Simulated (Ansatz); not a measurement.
# Br on Mo(100): change of the work function, part 4 of 5

Wanted: Δφ(θ) for Br/Mo(100), starting from the bridge site.

Ansatz 0.2.0; plane-wave DFT, PBE, Ansatz PAW.

So far, work function, upper face (eV): step 2 (the clean slab) 3.90; step 3 (21 atoms, coverage 0.25 ML, cell 2x2) 4.32; step 4 (22 atoms, coverage 0.5 ML, cell 2x2) 4.61; step 5 (6 atoms, coverage 1 ML, cell 1x1) 4.46.

**7. The slab at 0.25 ML, atoms frozen**

This step: plane-wave DFT, PBE, Ansatz PAW (Ansatz 0.2.0).

System of this step: Br/Mo(100). The cell holds 21 atoms: 20 Mo and 1 Br. Cell: a = 6.300 Å, b = 6.300 Å, c = 26.559 Å, α = 90.0°, β = 90.0°, γ = 90.0°. Vacuum lies along c.

To see where the charge goes, the covered slab, the bare substrate and the adsorbate layer are each run at the same frozen positions and on the same grid.

The input, input.yaml:

```yaml
crystal:
  lattice:
    - [6.3, 0.0, 0.0]
    - [0.0, 6.3, 0.0]
    - [0.0, 0.0, 26.5592000182]
  atoms:
    - { symbol: Mo, position: [0.0, 0.0, 0.3388656283] }
    - { symbol: Mo, position: [0.25, 0.25, 0.3981671132] }
    - { symbol: Mo, position: [-0.0015606953, 0.0, 0.4573141407] }
    - { symbol: Mo, position: [0.25, 0.2507378827, 0.5175820258] }
    - { symbol: Mo, position: [-0.0220383334, 0.0, 0.573795909] }
    - { symbol: Mo, position: [0.0, 0.5, 0.3388656283] }
    - { symbol: Mo, position: [0.25, 0.75, 0.3981671132] }
    - { symbol: Mo, position: [0.0001400913, 0.5, 0.4561058956] }
    - { symbol: Mo, position: [0.25, 0.7492621173, 0.5175820258] }
    - { symbol: Mo, position: [0.01599211, 0.5, 0.5708605304] }
    - { symbol: Mo, position: [0.5, 0.0, 0.3388656283] }
    - { symbol: Mo, position: [0.75, 0.25, 0.3981671132] }
    - { symbol: Mo, position: [0.5015606953, 0.0, 0.4573141407] }
    - { symbol: Mo, position: [0.75, 0.2535344688, 0.5178885425] }
    - { symbol: Mo, position: [0.5220383334, 0.0, 0.573795909] }
    - { symbol: Mo, position: [0.5, 0.5, 0.3388656283] }
    - { symbol: Mo, position: [0.75, 0.75, 0.3981671132] }
    - { symbol: Mo, position: [0.4998599087, 0.5, 0.4561058956] }
    - { symbol: Mo, position: [0.75, 0.7464655312, 0.5178885425] }
    - { symbol: Mo, position: [0.48400789, 0.5, 0.5708605304] }
    - { symbol: Br, position: [0.25, 0.0, 0.6510949785] }
kpoints:
  mp_grid: { grid: [5, 5, 1] }
hamiltonian:
  xc: pbe
scf:
  occupations: { method: fermi_dirac, width: 0.1 }
  convergence: { dr2_threshold: 1.0e-08 }
efield:
  axis: 3
  dipole_correction: true
  ramp_position: 0.97
  ramp_width: 0.06
output:
  write_potential: true
  write_density: true
  volumetric_format: npy
```

Run with:

```
$ ansatz run input.yaml --threads 4 --pin off --max-ram 12288MiB --backend cpu --events-out ev --progress --plain --runs-dir out
```

Numbers of over 12 decimals in the logs are rounded to 6 here.

Log:

```text
[...]
Crystal: 21 atoms, lattice volume = 1054.135 Å³
Basis set: ecut = 420 eV, 20669 PW (Γ)
Bands: 173, of which v1, the nominal top of the filled ones, is band 144 counted from 1 (143 counted from 0)
Symmetry: 4 space group operations
[...]
k-points: 9 of 25
[...]
SCF iter   1: F=—  HF=-101889.965748 eV  |F-HF|=—  |Δ(HF+E_count)|=         —  Δρ=7.82e-3  dr2=2.95e0  ethr=1.77e-3  p=-0.026 e·Å  D=-4.45e-3 V/Å  ΔV_dip=0.12 eV  dr2_dipole=3.03e-2  V_vac-E_F(+/−)=4.12/4.01 eV  ⟨swp⟩=10.3  Hψ=8170  notcnv=0
[...]
SCF iter  11: F=-101889.810029 eV  HF=-101889.810029 eV  |F-HF|=2.47e-10  |Δ(HF+E_count)|=   7.10e-9  Δρ=3.22e-7  dr2=2.71e-9  ethr=3.48e-12  p=-0.074 e·Å  D=-1.26e-2 V/Å  ΔV_dip=0.34 eV  dr2_dipole=1.71e-12  V_vac-E_F(+/−)=4.32/3.99 eV  ⟨swp⟩=6.8  Hψ=3652  notcnv=0
SCF 1 converged in 11 iterations: F = -101889.810029 eV  dr2 = 2.71e-9
[...]
SCF converged after 11 iterations
Free energy (F): -101889.810029 eV
[...]
Internal energy: -101889.019522 eV  (E = F + TS)
E sigma→0 (E₀):  -101889.414775 eV
Entropy (-TS):   -0.790507 eV (-37.643 meV/atom)
Fermi energy:    3.648934 eV
Dipole field:    D = -0.012637 V/Å  (p = -0.073617 e·Å, saw-weighted, corrected)
Work function:   Φ+ = 4.3208 eV   Φ− = 3.9851 eV
[...]
--- Band table (eV; the first three rows and the last of 9) ---
  k-point 0: bands = [... 140 lower, 3.5247, 3.5275, 3.5740, 3.6260, 3.7097, 3.8424, 3.9279, 4.1219, ... 25 higher]
  k-point 1: bands = [... 140 lower, 3.5997, 3.6395, 3.7168, 3.7197, 3.7916, 3.8362, 4.0264, 4.0685, ... 25 higher]
  k-point 2: bands = [... 140 lower, 3.4498, 3.5082, 3.5604, 3.7706, 3.9466, 3.9886, 4.0289, 4.0625, ... 25 higher]
  k-point 8: bands = [... 140 lower, 3.2958, 3.3618, 3.3989, 3.5112, 3.5813, 3.6003, 3.6405, 3.6570, ... 25 higher]
```

Elapsed: 77 s, on 4 threads of Intel Xeon Platinum 8259CL at 2.50GHz (Skylake/Cascade Lake), shared host; peak memory 4.1 GiB; 4.7 min of CPU time.

The column dr2 measures how far the density is from self-consistency, as an energy; F and HF (Harris–Foulkes) agree once it is small.

This step gave:

```yaml
energy_at_zero_smearing: -101889.4148 eV
work_function_upper_face: 4.321 eV
work_function_lower_face: 3.985 eV
dipole_along_the_normal: -0.07362 e·Å
step_between_the_vacuum_levels: 0.3356 eV
```

The work function of the upper face is 4.32 eV.

**8. The substrate of the 0.25 ML cell alone**

System of this step: Br/Mo(100), substrate alone, atoms held. The cell holds 20 atoms: 20 Mo. Cell: a = 6.300 Å, b = 6.300 Å, c = 26.559 Å, α = 90.0°, β = 90.0°, γ = 90.0°. Vacuum lies along c.

The second part, atoms unmoved.

input.yaml: that of step 7 with these lines changed.

```diff
@@ -26,3 +26,2 @@
     - { symbol: Mo, position: [0.48400789, 0.5, 0.5708605304] }
-    - { symbol: Br, position: [0.25, 0.0, 0.6510949785] }
 kpoints:
```

Log:

```text
[...]
Crystal: 20 atoms, lattice volume = 1054.135 Å³
Basis set: ecut = 420 eV, 20669 PW (Γ)
Bands: 168, of which v1, the nominal top of the filled ones, is band 140 counted from 1 (139 counted from 0)
Symmetry: 4 space group operations
[...]
k-points: 9 of 25
[...]
SCF iter   1: F=—  HF=-99104.089414 eV  |F-HF|=—  |Δ(HF+E_count)|=         —  Δρ=7.59e-3  dr2=2.33e0  ethr=1.77e-3  p=0.024 e·Å  D=4.13e-3 V/Å  ΔV_dip=-0.11 eV  dr2_dipole=1.15e-2  V_vac-E_F(+/−)=3.92/4.03 eV  ⟨swp⟩=9.9  Hψ=7528  notcnv=0
[...]
SCF iter  11: F=-99103.951487 eV  HF=-99103.951487 eV  |F-HF|=1.16e-9  |Δ(HF+E_count)|=   7.54e-9  Δρ=2.40e-7  dr2=1.03e-9  ethr=3.57e-12  p=0.004 e·Å  D=6.84e-4 V/Å  ΔV_dip=-0.02 eV  dr2_dipole=1.32e-11  V_vac-E_F(+/−)=3.96/3.98 eV  ⟨swp⟩=6.4  Hψ=3616  notcnv=0
SCF 1 converged in 11 iterations: F = -99103.951487 eV  dr2 = 1.03e-9
[...]
SCF converged after 11 iterations
Free energy (F): -99103.951487 eV
[...]
Internal energy: -99103.093415 eV  (E = F + TS)
E sigma→0 (E₀):  -99103.522451 eV
Entropy (-TS):   -0.858072 eV (-42.904 meV/atom)
Fermi energy:    3.527782 eV
Dipole field:    D = 0.000682 V/Å  (p = 0.003972 e·Å, saw-weighted, corrected)
Work function:   Φ+ = 3.9589 eV   Φ− = 3.9770 eV
[...]
--- Band table (eV; the first three rows and the last of 9) ---
  k-point 0: bands = [... 136 lower, 3.3930, 3.4243, 3.4455, 3.4481, 3.4549, 3.4790, 3.7506, 3.7968, ... 24 higher]
  k-point 1: bands = [... 136 lower, 3.4757, 3.4920, 3.5345, 3.5481, 3.6484, 3.6750, 3.6845, 3.9279, ... 24 higher]
  k-point 2: bands = [... 136 lower, 3.3465, 3.3957, 3.4746, 3.6743, 3.7734, 3.8651, 3.8819, 3.9387, ... 24 higher]
  k-point 8: bands = [... 136 lower, 3.1748, 3.2478, 3.2913, 3.3725, 3.4730, 3.4784, 3.5106, 3.5291, ... 24 higher]
```

Run time: 76 s. Hardware: 4 threads; peak memory 3.9 GiB.

Numbers from this step:

```
energy at zero smearing   : -99103.5225 eV
work function, upper face : 3.959 eV
dipole along the normal   : 0.003972 e·Å
```

The work function of the upper face is 3.96 eV.

**9. The adsorbate layer of the 0.25 ML cell alone**

System of this step: Br/Mo(100), adsorbate layer alone, atoms held. The cell holds 1 atom: 1 Br. Its edges and angles: a = 6.300 Å, b = 6.300 Å, c = 26.559 Å, α = 90.0°, β = 90.0°, γ = 90.0°. Vacuum lies along c.

The third part; a free layer of atoms may carry a moment, so spin is on.

input.yaml, the sections that differ from step 8:

```yaml
crystal:
  lattice:
    - [6.3, 0.0, 0.0]
    - [0.0, 6.3, 0.0]
    - [0.0, 0.0, 26.5592000182]
  atoms:
    - { symbol: Br, position: [0.25, 0.0, 0.6510949785], spin: 1.0 }
magnetization:
  spin_polarized: true
# kpoints, hamiltonian, scf, efield, output: as in step 8
```

Log:

```text
[...]
Crystal: 1 atoms, lattice volume = 1054.135 Å³
Basis set: ecut = 420 eV, 20669 PW (Γ)
Bands: 8, of which v1, the nominal top of the filled ones, is band 4 counted from 1 (3 counted from 0)
Symmetry: 8 space group operations
k-points: 6 of 25
[...]
Starting moments: Σ|m| = 1 μB on 1 of 1 site
[...]
SCF iter   1: F=—  HF=-2781.932592 eV  |F-HF|=—  |Δ(HF+E_count)|=         —  Δρ=4.60e-4 (↑4.20e-4 ↓4.60e-4)  dr2=6.46e-5  dr2_m=1.87e-3  M=0.998 μB ∫|m|=1.001 μB  β_m=0.30  ethr=3.69e-7  p=0.000 e·Å  D=7.80e-10 V/Å  ΔV_dip=-0.00 eV  dr2_dipole=4.53e-12  V_vac-E_F(+/−)=7.40/7.40 eV  ⟨swp⟩=4.5  Hψ=1226  notcnv=0
[...]
eigensolver tolerance schedule calibrated: the retry pair's looser diagonalisation under-reported the residual by θ = 0.60 (0.15/decade); ethr = c·dr2/N_el runs at the constant in force after the calibration composes with the one it found (an armed cap, an earlier calibration), c = 4.3e-2
[...]
spin=Collinear: Resta preconditioning applied to the charge; magnetization (m = ρ↑ − ρ↓) channel mixes plain (no charge-response kernel on spin).
SCF iter   2: F=—  HF=-2781.933704 eV  |F-HF|=—  |Δ(HF+E_count)|=   1.11e-3  Δρ=3.30e-4 (↑3.14e-4 ↓3.30e-4)  dr2=1.30e-5  dr2_m=1.00e-3  M=0.998 μB ∫|m|=1.001 μB  β_m=0.30  ethr=3.69e-7  p=-0.000 e·Å  D=-3.63e-7 V/Å  ΔV_dip=0.00 eV  dr2_dipole=2.10e-12  V_vac-E_F(+/−)=7.40/7.40 eV  ⟨swp⟩=2.0  Hψ=144  notcnv=0  κ⁻¹=1.0e0(r=1)
[...]
SCF iter  24: F=—  HF=-2782.004326 eV  |F-HF|=—  |Δ(HF+E_count)|=   1.16e-2  Δρ=3.61e-3 (↑3.09e-3 ↓3.61e-3)  dr2=3.93e-1  dr2_m=6.69e-4  M=0.997 μB ∫|m|=1.017 μB  β_m=1.20  ethr=3.44e-10  p=-0.000 e·Å  D=-1.26e-6 V/Å  ΔV_dip=0.00 eV  dr2_dipole=9.94e-12  V_vac-E_F(+/−)=7.31/7.31 eV  ⟨swp⟩=5.5  Hψ=390  notcnv=0
[...]
spin-set hold released at iteration 24 (site moments' squared step at or under half its running peak, from the soft ceiling on): the magnetisation degrees of freedom join the quasi-Newton model from the next iteration; the mixer history was flushed
SCF iter  25: F=—  HF=-2781.913850 eV  |F-HF|=—  |Δ(HF+E_count)|=   9.05e-2  Δρ=2.08e-3 (↑2.08e-3 ↓1.50e-3)  dr2=1.14e-1  dr2_m=8.44e-4  M=0.994 μB ∫|m|=1.005 μB  β_m=1.20  ethr=3.44e-10  p=-0.000 e·Å  D=-1.79e-6 V/Å  ΔV_dip=0.00 eV  dr2_dipole=5.17e-13  V_vac-E_F(+/−)=7.26/7.26 eV  ⟨swp⟩=6.8  Hψ=445  notcnv=0  κ⁻¹=1.0e0(r=1)
density mixer auto → broyden: gapped, with many states about μ (density of states about μ 1.64 of a free-electron gas's, 28 screened modes)
SCF iter  26: F=—  HF=-2781.913491 eV  |F-HF|=—  |Δ(HF+E_count)|=   3.59e-4  Δρ=3.12e-3 (↑4.54e-5 ↓3.12e-3)  dr2=8.27e-2  dr2_m=2.35e-2  M=0.987 μB ∫|m|=0.990 μB  β_m=1.20  ethr=3.44e-10  p=-0.000 e·Å  D=-1.52e-6 V/Å  ΔV_dip=0.00 eV  dr2_dipole=8.86e-17  V_vac-E_F(+/−)=7.24/7.24 eV  ⟨swp⟩=6.7  Hψ=479  notcnv=0  κ⁻¹=2.9e-4(r=2)
[...]
SCF iter  37: F=-2781.935035 eV  HF=-2781.935035 eV  |F-HF|=4.55e-12  |Δ(HF+E_count)|=  2.29e-10  Δρ=7.54e-9 (↑2.69e-9 ↓7.54e-9)  dr2=1.91e-13  dr2_m=2.00e-13  M=0.998 μB ∫|m|=1.002 μB  ethr=1.05e-11  p=-0.000 e·Å  D=-1.25e-6 V/Å  ΔV_dip=0.00 eV  dr2_dipole=3.55e-18  V_vac-E_F(+/−)=7.39/7.39 eV  ⟨swp⟩=3.0  Hψ=266  notcnv=0
SCF 1 converged in 37 iterations: F = -2781.935035 eV  dr2 = 1.91e-13
[...]
this state was not tested for a lower state beside it, because the mixer in use, unlike msr1, does not test its closes by its own steps (another_mixer; see scf.mixing.algorithm and scf.lower_state_search)
SCF converged after 37 iterations
Magnetization: 0.9983 μB (3.9992 up, 3.0008 down)
Absolute magnetization: 0.9984 μB (∫|ρ↑−ρ↓|, with the PAW one-centre terms)
[...]
Per-site moments (μB) at R_I (Å): [(0.995928, 2.598750)]
Free energy (F): -2781.935035 eV
[...]
Internal energy: -2781.743818 eV  (E = F + TS)
E sigma→0 (E₀):  -2781.839427 eV
Entropy (-TS):   -0.191217 eV (-191.217 meV/atom)
Fermi energy:    -7.125357 eV
Dipole field:    D = -0.000001 V/Å  (p = -0.000007 e·Å, saw-weighted, corrected)
Work function:   Φ+ = 7.3868 eV   Φ− = 7.3868 eV
[...]
--- Band table (eV; the first three rows and the last of 12) ---
[...]
```

Run time: 21 s. Hardware: 4 threads; peak memory 1.1 GiB; 71 s of CPU time.

This step gave:

```yaml
energy_at_zero_smearing: -2781.8394 eV
total_moment: 0.9983 μB
site_moments: 0.9959 μB
work_function_upper_face: 7.387 eV
dipole_along_the_normal: -7.30e-6 e·Å
```

Site moment by atom:

```tsv
atom	site moment (μB)
Br1	0.996
```

The free layer carries a moment of 1.0 μB a cell.

**10. Where the charge went at 0.25 ML**

This step: plane-wave DFT, PBE, Ansatz PAW; density difference on adsorption (Ansatz 0.2.0).

The densities of the parts are taken from that of the whole and averaged over planes; the first moment of what is left gives the step in the potential.

Numbers from this step:

| Property | Result |
| --- | --- |
| largest charge moved | -0.002225 e/Å² |
| potential step from the moved charge | 0.3532 eV |

The electron density difference oscillates, so the rows of the table below give means over windows of 1 Å about each position, cut where the curve ends. Its maxima inside the range that stand out by 2 % of the span (Å: e/Å³): 9.0: 2.7e-4, 10.2: 3.6e-4, 11.1: 9.1e-5, 13.0: 4.4e-4, 13.7: 7.5e-4, 14.9: 6.2e-4, 16.5: 0.00200, 17.4: 0.00154. Its minima: 9.6: -3.4e-4, 10.6: -3.6e-4, 12.0: -1.9e-4, 13.3: 2.2e-4, 14.2: -8.2e-4, 15.8: -0.00486, 17.0: 0.00119, 18.6: -2.8e-4.

Planar mean, whole system less its parts. Table of electron density difference by z; means over each step:

```tsv
z (Å)	electron density difference (e/Å³)
4	-3.5e-7
5	-2.0e-6
6	-7.9e-6
7	-3.6e-6
8	4.5e-5
9	3.6e-5
10	-1.1e-5
11	-9.3e-5
12	-9.4e-5
13	2.6e-4
14	-1.1e-4
15	1.8e-4
16	-0.00215
17	0.00152
18	6.4e-4
19	-1.8e-4
20	-2.9e-5
21	-3.0e-6
22	-3.3e-7
```

The electrons moved below z oscillates, so the rows of the table below give means over windows of 1 Å about each position, cut where the curve ends. Its maxima inside the range that stand out by 2 % of the span (Å: e/Å²): 9.1: 1.3e-4, 10.3: 7.5e-5, 13.9: 3.6e-4, 15.3: 3.1e-4, 18.1: 2.6e-4. Its minima: 9.9: -3.7e-5, 12.5: -1.4e-4, 14.5: -9.0e-7, 16.2: -0.00222.

Planar mean, whole system less its parts. The electrons moved below z by z; means over each step:

```tsv
z (Å)	electrons moved below z (e/Å²)
4	-2.1e-7
5	-1.3e-6
6	-6.2e-6
7	-1.5e-5
8	1.6e-5
9	7.8e-5
10	1.6e-5
11	-1.6e-5
12	-9.5e-5
13	-1.8e-5
14	2.1e-4
15	1.8e-4
16	-0.00149
17	-0.00103
18	1.2e-4
19	9.2e-5
20	1.1e-5
21	8.4e-7
22	-1.7e-7
23	-2.9e-7
24	-3.0e-7
25	-3.0e-7
26	-3.0e-7
```

(Part 4 of 5 ends here.)

[Logs are printed without paths, hosts, clocks, repeated set-up lines and the standing remarks that a program may print on its own settings, such as how far it seeks lower states.]

[Hosts, paths, dates, database ids (printed as entryN), source tags and the programs' standing remarks are cut or masked in the printed files.]

[Maps of the electrostatic potential energy from Ansatz leave out the sawtooth potential of an applied field or a dipole correction, so their vacuum need not be flat; planar profiles and work functions include it.]
